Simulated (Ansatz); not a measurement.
# Phonon-limited resistivity of Ni(111) film of 2 layers, part 2 of 4

Wanted: the electron–phonon coupling λ, α²F(ω) and the phonon-limited resistivity of Ni(111) film of 2 layers, on meshes from cheap to dear.

Ansatz 0.2.0; DFT PBE, scalar-relativistic, plane waves, PAW.

So far. Step 3 (Relaxing tightly for phonons): Little changed from the start: no atom moved by 0.005 Å and no cell edge by 0.1 %.

**4. Lattice stability: q 2×2×1, k 8×8×1**

Couplings are defined for a stable lattice alone, so phonons come first.

The input, input.yaml:

```yaml
crystal:
  lattice:
    - [2.425417036, 0.0, 0.0]
    - [-1.212708518, 2.1004727679, 0.0]
    - [0.0, 0.0, 27.8645450283]
  atoms:
    - { symbol: Ni, position: [0.0, 0.0, 0.197748515], spin: 0.84 }
    - { symbol: Ni, position: [0.3333333333, 0.6666666667, 0.269952285], spin: 0.84 }
  periodic: [true, true, false]
kpoints:
  mp_grid: { grid: [8, 8, 1] }
hamiltonian:
  xc: pbe
scf:
  occupations: { method: gaussian, width: 0.15 }
output:
  eigenvalues: true
  populations: true
magnetization:
  spin_polarized: true
phonons:
  method: dfpt
  qmesh: [2, 2, 1]
  temperatures: { t_max: 1000, t_step: 50 }
  qpath:
    path:
      - [0.0, 0.0, 0.0]
      - [0.5, 0.0, 0.0]
      - [0.33333333, 0.33333333, 0.0]
      - [0.0, 0.0, 0.0]
    npoints: 10
```

Command:

```
$ ansatz run input.yaml --threads 4 --pin off --max-ram 16384MiB --backend cpu --events-out ev --progress --plain --runs-dir out
```

Numbers of over 12 decimals in the logs are rounded to 6 here.

Log:

```text
Warning: crystal.symmetry: narrowed to the stabiliser of the run's FFT grids — unitary ops 12 → 6. A phonons.method: dfpt run fills in the rows of the dynamical matrix that it does not solve by its symmetry operations, which is exact only for operations that map its FFT grids onto themselves: filled in by any other, the frequencies could depend on the order in which like atoms are typed, or, by more than the grids' own error, on where the crystal sits among the grids' points. Excluded: 6 operations. The run can therefore solve more perturbations, solve them on more k-points, or both, and cost more. [rest of the remark cut]
[...]
Crystal: 2 atoms, lattice volume = 141.957 Å³
Basis set: ecut = 420 eV, 2691 PW (Γ), exchange–correlation on 36×36×384 points (8 copies of the dense FFT grid, shifted against one another)
Bands: 23, of which v1, the nominal top of the filled ones, is band 18 counted from 1 (17 counted from 0)
Symmetry: 12 space group operations
[...]
k-points: 10 of 64
[...]
Starting moments: Σ|m| = 1.68 μB on 2 of 2 sites
[...]
SCF 1 converged in 10 iterations: F = -11678.225751 eV  dr2 = 6.03e-10
[...]
a single point of the input's cell can leave the moments in the input for a lower state (scf.lower_state_search): this run first made a single point of its cell. This run's own SCFs start from the density of the state that the single point found, with the moments in the input. The single point stayed on the moments in the input.
k-points: 10 of 64 (irreducible under 6 space group operations, time reversal used)
[...]
Stability of the state it starts from, as read at its close in the collinear treatment: not read negative (Ritz values of 1 − χ₀K, real part plus size of imaginary part, from 0.95 to 1.0, by its mixing steps under the symmetry group of the SCF that read it); its run was given moments
[...]
SCF iter   9: F=-11678.225751 eV  HF=-11678.225751 eV  |F-HF|=1.46e-11  |Δ(HF+E_count)|=  2.18e-11  Δρ=2.59e-8 (↑1.57e-8 ↓2.59e-8)  dr2=5.34e-13  dr2_m=8.82e-14  M=1.504 μB ∫|m|=1.717 μB  ethr=1.00e-12  ⟨swp⟩=10.6  Hψ=3227  notcnv=0
SCF 2 converged in 9 iterations: F = -11678.225751 eV  dr2 = 5.34e-13
NSCF: frozen V_eff on 10 k-points
WARN: eigensolver did not converge (σ=↑ k=3): 1 band(s) unlocked after 2 eigensolves, warm-restarted (20 sweeps on the last) at ethr=1.79e-12 eV (storage-precision floor; scheduled 1.00e-12 eV) (lowest unlocked band 22, counted from 0; max residual 8.96e-6 eV among the unlocked bands, 8.96e-6 eV over every band; other slots of this pass that fall short are told together in one closing line; warning suppressed until the next SCF loop or pass starts)
WARN: eigensolver did not converge in 2 slots of this pass, the one above among them; of largest residual over every band (σ=↓ k=3): 1 band(s) unlocked (lowest unlocked band 22, counted from 0; max residual 3.80e-5 eV among the unlocked bands, 3.80e-5 eV over every band); of lowest unlocked band (σ=↑ k=3): band 22
[...]
DFPT response loops at q = (0, 0, 0) (fractional): preconditioner auto → none (partly filled bands, converged f_vac=0.790); β = 0.30; Anderson in place of MSR1
[...]
SCF converged after 9 iterations
Magnetization: 1.5039 μB (18.7520 up, 17.2480 down)
Absolute magnetization: 1.7183 μB (∫|ρ↑−ρ↓|, with the PAW one-centre terms)
[...]
Per-site moments (μB) at R_I (Å): [(0.796541, 1.000485), (0.796541, 1.000485)]
Free energy (F): -11678.225751 eV
[...]
Internal energy: -11678.182573 eV  (E = F + TS)
E sigma→0 (E₀):  -11678.204162 eV
Entropy (-TS):   -0.043179 eV (-21.589 meV/atom)
Fermi energy:    -5.067592 eV
[...]
--- Band table (eV; the first three rows and the last of 20) ---
  k-point 0 ↑: bands = [... 14 lower, -7.3808, -6.7316, -6.1905, -6.1905, -5.7652, -5.7652, -4.7876, -0.4024, ... 1 higher]
  k-point 1 ↑: bands = [... 14 lower, -7.1673, -6.9347, -6.4715, -6.2697, -5.7779, -5.7597, -3.5386, 0.0940, ... 1 higher]
  k-point 2 ↑: bands = [... 14 lower, -6.8091, -6.6418, -6.5760, -6.2748, -5.7719, -4.8605, -1.4086, 1.5777, ... 1 higher]
  k-point 9 ↓: bands = [... 14 lower, -6.5327, -5.5518, -5.0799, -4.9550, -0.3285, 0.4211, 3.2292, 3.2598, ... 1 higher]
--- Phonons (Γ-DFPT): 4 representative perturbations + reference (Σ response iterations 46) ---
  ASR residual: 2.730e-5 → 0.000e0 eV/Å²; symmetrization residual: 1.104e-9 eV/Å²
  The last average, over the group as it would stand without the narrowing to the FFT grids, took up to 8.882e-16 eV/Å² of the zone centre's force constants
  ASR residual per site (eV/Å²): 2.73e-5 2.61e-5
  Γ frequencies (cm⁻¹): 0.00 0.00 0.00 98.87 98.87 234.48
--- Phonons (arbitrary-q DFPT): 2 irreducible q on the 2×2×1 mesh ---
  q = [0.0000, 0.0000, 0.0000] (star 1, of the zone-centre solve; hermiticity 3.72e-10, symmetrization 7.58e-13, taken by the last average 1.50e-16): -0.00 -0.00 -0.00 98.87 98.87 234.48
  q = [0.0000, -0.5000, 0.0000] (star 3, 6 solved perturbations in 126 linear systems a pass and spin channel, the states on 21 of 64 k-point pairs; hermiticity 1.28e-7, symmetrization 1.83e-13, taken by the last average 6.12e-10): 118.62 167.78 174.26 190.46 281.23 290.36
  sum rule: each row above includes the acoustic sum rule's correction from the zone centre's row sums; it moved no ω² by more than (0.36 cm⁻¹)²
  mesh force constants: q→R imaginary residual 1.19e-17; ASR residual 2.730e-5 → 0.000e0 eV/Å²; symmetrization residual 1.243e-14 eV/Å²
  interpolated dispersion: 31 rows × 6 modes
  density of states and harmonic sums: on the 30×30×1 q-mesh, interpolated from the force constants of a 2×2×1 supercell (no non-analytic term)
  largest difference from the sums on the solved wave vectors: F 1.41e-1 eV, S 2.05e-4 and C_V 6.43e-5 eV/K
  zero-point energy: 0.067447 eV/cell   skipped modes (ω ≤ 0): 3   left out of the sums: 5.56e-4 of the cell's modes: C_V's classical limit lies that fraction below 3 k_B per atom; for a crystal, a wire or a layer, F and S can be off by more, and a phonons.interpolated_qmesh denser along its periods is the remedy for the sampling
--- Löwdin populations: 2 sites ---
  site symbol       q [e]    m [muB]
     0     Ni     17.7937     0.7904
     1     Ni     17.7937     0.7904
  spilling = 0.011462 (of n_electrons = 36.000000)
```

Wall time 73 s (4 threads of Arm Neoverse V1, shared host); peak memory 1.6 GiB; 4.3 min of CPU time.

In the SCF lines HF is the Harris–Foulkes energy and dr2 the Hartree energy of the density residual, in eV; the loop may stop once dr2 is under the threshold and the program's other checks hold. Hψ counts applications of the Hamiltonian.

This step gave:

```yaml
magnetization: 1.504 μB
absolute_magnetization: 1.718 μB
site_moments: 0.7965, 0.7965 μB
zero_point_energy: 0.06745 eV/cell
share_of_imaginary_modes_in_the_plain_interpolation_between_solved_wavevectors: 0
highest_frequency_solved_or_plainly_interpolated: 290.4 cm⁻¹
```

Solved on the 2×2×1 mesh alone; all other wavevectors are interpolated. The phonon branches at the labelled points (cm⁻¹):

| point | branch 1 | branch 2 | branch 3 | branch 4 | branch 5 | branch 6 |
| --- | --- | --- | --- | --- | --- | --- |
| Γ | 0 | 0 | 0 | 99 | 99 | 234 |
| halfway | 67 | 119 | 152 | 187 | 217 | 223 |
| M | 119 | 168 | 174 | 190 | 281 | 290 |
| halfway | 125 | 164 | 200 | 217 | 273 | 282 |
| K | 145 | 145 | 240 | 255 | 255 | 260 |
| halfway | 77 | 146 | 166 | 198 | 228 | 229 |
| Γ | 0 | 0 | 0 | 99 | 99 | 234 |

The phonon branches as a text plot (rows in cm⁻¹):

```
    284 |                 ***********
    272 |               ****    ********   ****
    260 |             **             *************
    248 |             **              ***  **     **
    236 |*****      **               *  *****              ******
    224 |     ******                ****     **     *******
    212 |         **              ***        *****
    200 |           **         *** *              *******
    188 |       ****  ********* ***            ***
    175 |             **  ******               *****  *****
    163 |     ****  **  **************       **     **
    151 |         **  **              ***  **       *******
    139 |       **  **                *******              **
    127 |   ****                  ****       **          **
    115 |   **    **      ********                    ***  *****
    103 |***    **      **                     ***           ****
     91 |   **        **                          **     ****
     79 |     **    **                              **
     67 |         **                                       **
     54 |   **  **                                    ***    ***
     42 | **                                             **
     30 | **  **                                           *****
     18 |   **
      6 |***                                                 ****
         Γ                   M           K                      Γ
```

Among the solved wavevectors the lowest mode, translations apart, is 98.9 cm⁻¹, so these are real on this k mesh.

**5. Electron–phonon run: q 2×2×1, k 8×8×1, scattering 12×12×1**

The cheapest meshes give a first estimate and the cost of a run.

input.yaml, as its differences from that of step 4:

```diff
@@ -31 +31,5 @@
     npoints: 10
+  electrical_resistivity:
+    mesh: [12, 12, 1]
+    temperatures: [20.0, 50.0, 77.0, 100.0, 150.0, 200.0, 300.0, 400.0, 600.0, 800.0]
+  electron_occupations: "off"
```

Log:

```text
[...]
Crystal: 2 atoms, lattice volume = 141.957 Å³
Basis set: ecut = 420 eV, 2691 PW (Γ), exchange–correlation on 36×36×384 points (8 copies of the dense FFT grid, shifted against one another)
Bands: 23, of which v1, the nominal top of the filled ones, is band 18 counted from 1 (17 counted from 0)
Symmetry: 12 space group operations
[...]
k-points: 10 of 64
[...]
Starting moments: Σ|m| = 1.68 μB on 2 of 2 sites
[...]
SCF 1 converged in 10 iterations: F = -11678.225751 eV  dr2 = 6.03e-10
[...]
k-points: 10 of 64 (irreducible under 6 space group operations, time reversal used)
[...]
SCF iter   9: F=-11678.225751 eV  HF=-11678.225751 eV  |F-HF|=1.46e-11  |Δ(HF+E_count)|=  2.18e-11  Δρ=2.59e-8 (↑1.57e-8 ↓2.59e-8)  dr2=5.34e-13  dr2_m=8.82e-14  M=1.504 μB ∫|m|=1.717 μB  ethr=1.00e-12  ⟨swp⟩=10.6  Hψ=3227  notcnv=0
SCF 2 converged in 9 iterations: F = -11678.225751 eV  dr2 = 5.34e-13
[...]
SCF iter   9: F=-11678.225751 eV  HF=-11678.225751 eV  |F-HF|=1.09e-11  |Δ(HF+E_count)|=  2.55e-11  Δρ=2.64e-8 (↑1.57e-8 ↓2.64e-8)  dr2=5.51e-13  dr2_m=9.27e-14  M=1.504 μB ∫|m|=1.717 μB  ethr=1.00e-12  ⟨swp⟩=2.9  Hψ=1457  notcnv=0
SCF 3 converged in 9 iterations: F = -11678.225751 eV  dr2 = 5.51e-13
[...]
SCF converged after 9 iterations
Magnetization: 1.5039 μB (18.7520 up, 17.2480 down)
Absolute magnetization: 1.7183 μB (∫|ρ↑−ρ↓|, with the PAW one-centre terms)
[...]
Per-site moments (μB) at R_I (Å): [(0.796541, 1.000485), (0.796541, 1.000485)]
Free energy (F): -11678.225751 eV
[...]
Internal energy: -11678.182573 eV  (E = F + TS)
E sigma→0 (E₀):  -11678.204162 eV
Entropy (-TS):   -0.043179 eV (-21.589 meV/atom)
Fermi energy:    -5.067592 eV
[...]
--- Band table (eV; the first three rows and the last of 20) ---
  k-point 0 ↑: bands = [... 14 lower, -7.3808, -6.7316, -6.1905, -6.1905, -5.7652, -5.7652, -4.7876, -0.4024, ... 1 higher]
  k-point 1 ↑: bands = [... 14 lower, -7.1673, -6.9347, -6.4715, -6.2697, -5.7779, -5.7597, -3.5386, 0.0940, ... 1 higher]
  k-point 2 ↑: bands = [... 14 lower, -6.8091, -6.6418, -6.5760, -6.2748, -5.7719, -4.8605, -1.4086, 1.5777, ... 1 higher]
  k-point 9 ↓: bands = [... 14 lower, -6.5327, -5.5518, -5.0799, -4.9550, -0.3285, 0.4211, 3.2292, 3.2598, ... 1 higher]
[...]
ASR residual: 2.522e-5 → 0.000e0 eV/Å²; symmetrization residual: 3.047e-9 eV/Å²
[...]
ASR residual per site (eV/Å²): 2.52e-5 2.40e-5
  Γ frequencies (cm⁻¹): 0.00 0.00 0.00 98.87 98.87 234.48
--- Phonons (arbitrary-q DFPT): 2 irreducible q on the 2×2×1 mesh ---
[...]
interpolated dispersion: 31 rows × 6 modes
[...]
--- Electrical resistivity: potentials and phonons of a 2×2×1 supercell ---
  scattering by harmonic phonons alone, with no dipole-dipole term; scattering by other electrons, impurities, surfaces and spin disorder is left out, and so is spin–orbit coupling
  the resistivity is that of a variational response, whose dependence on the energy is improved iteratively
  tensors lie in the sheet's plane, the Hall coefficient along its normal; that, the resistivity and the plasma energy are of the whole cell, vacuum included; the cell is 27.865 Å high
  at the Fermi level of each mesh (of a tensor half of its trace):
           mesh   spin    states/(eV spin)  plasma energy (eV)         λ      λ_tr    ħω_log (meV)
        12×12×1     up              0.3672              2.2476    0.0950    0.0687          11.868
        12×12×1   down              2.2627              1.6591    0.3509    0.3960          18.090
          6×6×1     up              0.2943              2.1716    0.0533    0.0570          17.326
          6×6×1   down              2.1390              1.5841    0.3306    0.3805          20.195
          3×3×1     up              0.3315              1.4658    0.0781    0.0983          18.393
          3×3×1   down              3.1430              2.0167    0.5611    0.7736          21.123
  resistivity on the deck's mesh, µΩ·cm:
     T (K)       trace/2  mesh converged            xx            yy            zz    lowest order   relaxation time
     20.00     2.4272e-2              no     2.4272e-2     2.4272e-2      0.0000e0       7.2057e-2         1.0909e-1
     50.00     4.9068e-1              no     4.9068e-1     4.9068e-1      0.0000e0       8.4083e-1          1.2434e0
     77.00      1.4395e0              no      1.4395e0      1.4395e0      0.0000e0        2.0862e0          2.9315e0
    100.00      2.4969e0              no      2.4969e0      2.4969e0      0.0000e0        3.3397e0          4.6048e0
    150.00      5.0264e0              no      5.0264e0      5.0264e0      0.0000e0        6.1733e0          8.3956e0
    200.00      7.5244e0              no      7.5244e0      7.5244e0      0.0000e0        8.9480e0          1.2108e1
    300.00      1.2303e1             yes      1.2303e1      1.2303e1      0.0000e0        1.4329e1          1.9295e1
    400.00      1.6954e1             yes      1.6954e1      1.6954e1      0.0000e0        1.9631e1          2.6364e1
    600.00      2.6187e1             yes      2.6187e1      2.6187e1      0.0000e0        3.0236e1          4.0454e1
    800.00      3.5486e1             yes      3.5486e1      3.5486e1      0.0000e0        4.0997e1          5.4613e1
  sheet resistance at 20 K: 0.08711 Ω
  mean free path at 20 K (of a tensor half of its trace): 23869 nm by what each carries, 11617 by the Fermi surface alone
  Hall coefficient in a weak field at 20 K (along the normal): -9.619e-10 m³/C (as a tensor it moves by 20.4 % between the two finest meshes); by each state's relaxation time: (none: it, or that of a finer mesh, parts from a neighbouring mesh's by over half of the finer one's); by a constant relaxation time: -3.867e-10 m³/C
  sheet resistance at 50 K: 1.761 Ω
[...]
sheet resistance at 77 K: 5.166 Ω
[...]
sheet resistance at 100 K: 8.961 Ω
[...]
sheet resistance at 150 K: 18.04 Ω
[...]
sheet resistance at 200 K: 27.00 Ω
[...]
sheet resistance at 300 K: 44.15 Ω
[...]
sheet resistance at 400 K: 60.84 Ω
[...]
sheet resistance at 600 K: 93.98 Ω
[...]
sheet resistance at 800 K: 127.4 Ω
[...]
the resistivity times a path that all electrons share, by the Fermi surface of the deck's mesh alone (half of the trace): 2.820e-15 Ω·m²
  not converged in the mesh (λ; λ_tr; the resistivity at 20 K by 50.44 %; the resistivity at 50 K by 29.07 %; the resistivity at 77 K by 14.23 %; the resistivity at 100 K by 8.00 %; the resistivity at 150 K by 3.31 %; the resistivity at 200 K by 2.04 %): between neighbouring meshes, the two finest first, λ moves by 43.89 % and 69.69 %, λ_tr by 17.09 % and 103.29 % and the resistivity by up to 50.44 % and 282.22 %; an estimate, no bound, puts it up to 5.4e-7 % above the Boltzmann equation's exact value after up to 8 iterations (at most 30 are made, fewer where the estimate is under 1.0e-6 % of each spin channel's own resistivity)
  vibrations of 4 cells: unjudged by the run; compare a larger repeat
  the changes of the potential over all sites missed a rigid shift's by 0.22 % (the site terms' by 0.00 %)
  between the force constants' wavevectors the phonons are obtained by Fourier interpolation alone: phonons.electron_occupations is off
--- Löwdin populations: 2 sites ---
  site symbol       q [e]    m [muB]
     0     Ni     17.7937     0.7904
     1     Ni     17.7937     0.7904
  spilling = 0.011462 (of n_electrons = 36.000000)
```

Elapsed: 1.8 min, on 4 threads; peak memory 1.6 GiB; 6.2 min of CPU time.

Numbers from this step:

```yaml
cell_height: 27.86 Å
sheet_resistance_300k: 44.15 Ω/square, mean in the plane
resistivity_at_300_k: 12.3 μΩ cm, mean of the axes, of the whole cell with its vacuum
coupling_lambda_by_branch: 0.117, 0.0454, 0.0424, 0.0418, 0.0371, 0.0315 (branches by rank of frequency)
coupling_constant_lambda_spin_up: 0.09498
coupling_constant_lambda_spin_down: 0.3509
log_mean_phonon_energy_omega_log_spin_up: 11.87 meV
log_mean_phonon_energy_omega_log_spin_down: 18.09 meV
density_of_states_at_the_fermi_level_spin_up: 0.3672 states/eV a spin and cell
density_of_states_at_the_fermi_level_spin_down: 2.263 states/eV a spin and cell
transport_coupling_constant_lambda_tr_spin_up: 0.06872, 0.06872, 0 (xx, yy, zz)
transport_coupling_constant_lambda_tr_spin_down: 0.396, 0.396, 0 (xx, yy, zz)
drude_plasma_energy_spin_up: 2.248, 2.248, 0 eV (xx, yy, zz)
drude_plasma_energy_spin_down: 1.659, 1.659, 0 eV (xx, yy, zz)
```

Of the whole cell with its vacuum, so only the sheet resistance is a property of the layer; the means are those of the plane. Resistivity, by row:

| T (K) | ρ_xx (μΩ cm) | ρ_yy | ρ_zz | ρ by Ziman's lowest order, mean | ρ by relaxation times, mean | within 2 % of the coarser mesh |
| --- | --- | --- | --- | --- | --- | --- |
| 20 | 0.02427 | 0.02427 | - | 0.07206 | 0.1091 | no |
| 50 | 0.4907 | 0.4907 | - | 0.8408 | 1.243 | no |
| 77 | 1.44 | 1.44 | - | 2.086 | 2.932 | no |
| 100 | 2.497 | 2.497 | - | 3.34 | 4.605 | no |
| 150 | 5.026 | 5.026 | - | 6.173 | 8.396 | no |
| 200 | 7.524 | 7.524 | - | 8.948 | 12.11 | no |
| 300 | 12.3 | 12.3 | - | 14.33 | 19.3 | yes |
| 400 | 16.95 | 16.95 | - | 19.63 | 26.36 | yes |
| 600 | 26.19 | 26.19 | - | 30.24 | 40.45 | yes |
| 800 | 35.49 | 35.49 | - | 41 | 54.61 | yes |

Some states were left unconverged by the eigensolver. By its own test the run is not converged in the mesh. λ = 0.315 and 44.1 Ω per square at 300 K. By the run's own test λ of one spin channel moves by 44 % between its two finest scattering meshes.

(Continued in part 3 of 4.)

[Logs are printed without paths, hosts, clocks, repeated set-up lines and the standing remarks that a program may print on its own settings, such as how far it seeks lower states.]

[Hosts, paths, dates, database ids (printed as entryN), source tags and the programs' standing remarks are cut or masked in the printed files.]
